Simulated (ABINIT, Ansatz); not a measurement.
An input for ABINIT 10.8.3 (InP (F-43m)):

```
acell 3*1.0 Angstrom
rprim 
  -0.000000000000 2.934350000000 2.934350000000
  2.934350000000 -0.000000000000 2.934350000000
  2.934350000000 2.934350000000 -0.000000000000
ntypat 2
znucl 49 15
natom 2
typat 1 2
xred 
  0.000000000000 0.000000000000 0.000000000000
  0.250000000000 0.250000000000 0.250000000000
pp_dirpath "pseudos"
pseudos "In.upf, P.upf"
ecut 33
ngkpt 6 6 6
nshiftk 1
shiftk 0 0 0
kptopt 1
chksymbreak 0
irdden 1
istwfk *1
nband 153
prtvol 0
optdriver 6
gwr_task "HDIAGO"
paral_kgb 0
occopt 1
indata_prefix "in"
outdata_prefix "out"
tmpdata_prefix "tmp"
```

```sh
OMP_NUM_THREADS=1 mpirun -n 8 abinit run.abi > log
```

**Question.** Estimate wall time and host memory on 8 MPI ranks of Intel Xeon Platinum 8259CL at 2.50GHz (Skylake/Cascade Lake), shared host.

It took 56 s; on shared hardware allow 28 s to 1.9 min. Peak host memory was 4.6 GiB.

[Paths, hosts, dates, memory and timing lines, banners, echoed tables and standing remarks are left out of the program output.]

[Logs are printed without paths, hosts, clocks, repeated set-up lines and the standing remarks that a program may print on its own settings, such as how far it seeks lower states.]

[Runs of the session that timed out or met a known fault of the program may be left out.]

[Hosts, paths, dates, database ids (printed as entryN), source tags and the programs' standing remarks are cut or masked in the printed files.]

[G0W0 gaps are taken among the corrected bands and points alone; a level outside them can change the order at an edge.]

[Where Ansatz stands beside ABINIT at settings called matched, ABINIT's density can come from a denser mesh and the files from another edition; pairs whose starting gaps differed by over 0.03 eV were left out, so agreement reads better than it is.]
